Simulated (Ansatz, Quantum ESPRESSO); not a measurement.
# Lattice dynamics of BP (F-43m) in two programs, part 2 of 2

Aim: the phonon dispersion of BP (F-43m), checked by a second program.

Quantum ESPRESSO 7.5; DFT LDA, scalar-relativistic, plane waves, GBRV ultrasoft pseudopotentials.

So far, highest optical zone-centre mode (no LO-TO term) (cm⁻¹): step 9 (zone-centre analysis) 821; step 11 (ASR crystal) 821. The relaxed cell has a = 4.493 Å (conventional setting).

## 13. The dispersion under another sum rule (asr no) (continued)

Matdyn.x, sum rule no. The phonon branches at the labelled points (cm⁻¹):

| point | branch 1 | branch 2 | branch 3 | branch 4 | branch 5 | branch 6 |
| --- | --- | --- | --- | --- | --- | --- |
| Γ | -5 | -5 | -5 | 821 | 821 | 827 |
| halfway | 240 | 240 | 368 | 765 | 765 | 823 |
| X | 310 | 310 | 536 | 729 | 729 | 803 |
| halfway | 311 | 343 | 520 | 716 | 729 | 804 |
| U | 308 | 404 | 479 | 692 | 733 | 807 |
| jump to K | 308 | 404 | 479 | 692 | 733 | 807 |
| halfway | 215 | 284 | 363 | 772 | 779 | 805 |
| Γ | -5 | -5 | -5 | 821 | 821 | 827 |
| halfway | 178 | 178 | 352 | 794 | 794 | 810 |
| L | 222 | 222 | 517 | 774 | 782 | 782 |
| halfway | 287 | 346 | 480 | 710 | 753 | 803 |
| W | 369 | 416 | 444 | 684 | 728 | 800 |
| halfway | 339 | 348 | 506 | 707 | 729 | 802 |
| X | 310 | 310 | 536 | 729 | 729 | 803 |

At the labelled points the branches move by no more than 5.3 cm⁻¹.

## 14. The same in Ansatz

The same cell goes through another code, with its own cutoff. The potentials differ. Its k mesh is centred on Γ.

This step: DFT LDA, scalar-relativistic, plane waves, PseudoDojo norm-conserving pseudopotentials (Ansatz 0.2.0).

The input, input.yaml:

```yaml
crystal:
  lattice:
    - [-2.2467003215, 0.0, 2.2467003215]
    - [0.0, 2.2467003215, 2.2467003215]
    - [-2.2467003215, 2.2467003215, 0.0]
  atoms:
    - { symbol: B, position: [0.0, 0.0, 0.0] }
    - { symbol: P, position: [0.25, 0.25, 0.25] }
kpoints:
  mp_grid: { grid: [8, 8, 8] }
hamiltonian:
  xc: lda
  pseudopotentials: { kind: nc, accuracy: standard }
scf:
  occupations: { method: fixed }
output:
  eigenvalues: true
phonons:
  method: dfpt
  dielectric: true
  rigid_motions: translations
  qmesh: [4, 4, 4]
  temperatures: { t_max: 1000, t_step: 50 }
  qpath:
    path:
      - [[0.0, 0.0, 0.0], [0.0, 0.5, 0.5], [0.0, 0.625, 0.375]]
      - [[-0.375, 0.375, 0.0], [0.0, 0.0, 0.0], [0.0, 0.5, 0.0], [-0.25, 0.5, 0.25], [0.0, 0.5, 0.5]]
    npoints: 12
```

Command:

```console
$ ansatz run input.yaml --threads 2 --pin off --max-ram 4096MiB --backend cpu --events-out ev --progress --plain --runs-dir out
```

Run time: 3.5 min. Hardware: 2 threads of Arm Neoverse N1, shared host; peak memory 0.94 GiB; 7 min of CPU time.

This step gave:

```yaml
gap_on_the_k_mesh: 1.200 eV
sum_rule_residual_before_enforcement: 5.57e-5 eV/Å²
miss_of_the_charge_sum_rule: 2.13e-4 e
estimated_error_of_the_dielectric_tensor: 0.03077
estimated_error_of_the_born_charges: 0.005509 e
lowest_frequency_on_the_path: 0 cm⁻¹
mean_frequency: 551 cm⁻¹
debye_temperature_second_moment: 1105 K
logarithmic_mean_frequency: 496.5 cm⁻¹
highest_optical_zone_centre_mode_no_lo_to_term: 818.0 cm⁻¹
lowest_optical_zone_centre_mode: 818.0 cm⁻¹
mean_high_frequency_dielectric_constant: 9.139
largest_born_charge_in_size_third_of_the_trace: 0.6296 e
mean_static_dielectric_constant: 9.300
```

Transverse modes. Lines of the infrared spectrum (strongest = 100):

| position (cm⁻¹) | label | IR intensity ((D/Å)²/amu), degenerate modes summed, relative |
| --- | --- | --- |
| 818 | T2 | 100 |

The log warns that the force constants on this k mesh are to be taken as unconverged.

## 15. Side by side: QE GBRV and Ansatz, PseudoDojo

Worked out from the results:

```yaml
root_mean_square_difference: 2.21 cm⁻¹
largest_difference: 3.36 cm⁻¹
root_mean_square_difference_on_the_path: 2.2 cm⁻¹
largest_difference_on_the_path: 3.4 cm⁻¹
```

The 12 of 45 modes that differ most. Frequencies side by side:

| q (reciprocal lattice) | mode | QE GBRV (cm⁻¹) | Ansatz, PseudoDojo (cm⁻¹) |
| --- | --- | --- | --- |
| 0 0 0.25 | 4 | 794.3 | 791.5 |
| 0 0 0.25 | 5 | 794.3 | 791.5 |
| 0 0 -0.5 | 5 | 782 | 778.9 |
| 0 0 -0.5 | 6 | 782 | 778.9 |
| 0 0.25 0.25 | 4 | 765.1 | 762.3 |
| 0 0.25 -0.5 | 4 | 717.6 | 714.8 |
| 0 0.25 -0.5 | 5 | 746 | 742.9 |
| 0 0.25 -0.25 | 5 | 757.8 | 754.7 |
| 0 -0.5 -0.5 | 4 | 728.6 | 725.3 |
| 0 -0.5 -0.5 | 5 | 728.6 | 725.3 |
| 0.25 -0.5 -0.25 | 4 | 683.5 | 680.5 |
| 0.25 -0.5 -0.25 | 5 | 728.5 | 725.2 |

The two runs side by side. Further quantities:

| quantity | QE GBRV | Ansatz, PseudoDojo |
| --- | --- | --- |
| mean ε∞ | 9.52 | 9.139 |
| largest Born charge in size (e; the first before, the second after the charge sum rule) | 0.659 | 0.63 |

At the solved wavevectors the largest difference (acoustic modes at Γ apart) is 0.4 % of the highest mode; the largest Born charge differs by 4.6 %.

## 16. Summary of results

| Item | Value |
| --- | --- |
| space group after relaxation | F-43m |
| volume per atom | 11.3 Å³ |
| gap on the k-mesh | 1.18 eV |
| highest optical zone-centre mode (no LO-TO term) | 820.7 cm⁻¹ |
| highest mode moved by the LO-TO term (probably not converged in the k mesh) | 827.4 cm⁻¹ |
| mean high-frequency dielectric constant (probably not converged in the k mesh) | 9.52 |
| largest Born charge in size (third of the trace) (probably not converged in the k mesh) | 0.659 e |
| mean static dielectric constant (probably not converged in the k mesh) | 9.68 |
| q mesh | 4×4×4 |
| lowest mode on the q mesh (acoustic ones at the zone centre apart) | 177.9 cm⁻¹ |
| zero-point energy per atom | 102.7 meV |
| heat capacity at 300 K | 14.5 J/(mol atoms K) |
| vibrational entropy at 300 K | 9.89 J/(mol atoms K) |
| imaginary modes on the q mesh | none |
| largest difference from Ansatz, PseudoDojo | 3.36 cm⁻¹ |

BP (F-43m) is dynamically stable on the 4×4×4 mesh; its spectrum reaches 828 cm⁻¹. At the LDA level the optical modes of BP (F-43m) at the zone centre (no LO-TO term) lie at 821 cm⁻¹. Along the directions run, the highest mode that the macroscopic field moves lies at 827 cm⁻¹. Lattice motion raises the mean dielectric constant from 9.520 to 9.676. The Born charges miss their sum rule by 0.072 e, a sign that the k mesh or the cutoff is short for the field response. ε∞, the Born charges and what follows from them are probably not converged in the k mesh. The Lyddane-Sachs-Teller relation holds: (ωLO/ωTO)² is 1.02 and ε₀/ε∞ is 1.02. QE GBRV and Ansatz, PseudoDojo differ by 2.2 cm⁻¹ in the root mean square and by 3.4 cm⁻¹ at most, 0.4 % of the highest mode compared (acoustic modes at Γ left out; ph.x's values are those before the sum rule); the two use different potentials, and the cell was not relaxed for the second set. The mean ε∞ is 9.52 against 9.139, and the potentials differ. These are harmonic frequencies at zero temperature: anharmonic shifts and linewidths and thermal expansion are left out. The LDA runs differ in the fit of the correlation energy, Perdew-Zunger in some and Perdew-Wang in others. Ansatz's log warns that force constants on this k mesh are to be taken as unconverged, an error that the frequencies of both programs share.

Comparison with the measured values:

| quantity | measured | LDA GBRV ultrasoft, Quantum ESPRESSO |
| --- | --- | --- |
| lattice constant a (Å) | 4.5383 | 4.493 (-1.0 %) |
| Raman mode, TO at Gamma (T2), ambient … (cm⁻¹) | 794 | 821 (+3.4 %) |

Measured values from arxiv:1906.04101 (2019) and arxiv:1505.05714 (2015).

Verdict: The lattice constant a is off by -1.0 %: fair agreement. The Raman mode is off by +3.4 %: fair agreement. The grades are ours: good and fair within 0.7 and 1.5 % for the lattice constant a and 3 and 7 % for the Raman mode. Zero-point motion and thermal expansion (measured at up to 300 K) are not in the computed lattice constants and Raman mode. Limits of convergence are named above.

[Host names and launcher messages were left out of these logs when they were recorded.]

[Logs are printed without paths, hosts, clocks, repeated set-up lines and the standing remarks that a program may print on its own settings, such as how far it seeks lower states.]

[Hosts, paths, dates, database ids (printed as entryN), source tags and the programs' standing remarks are cut or masked in the printed files.]
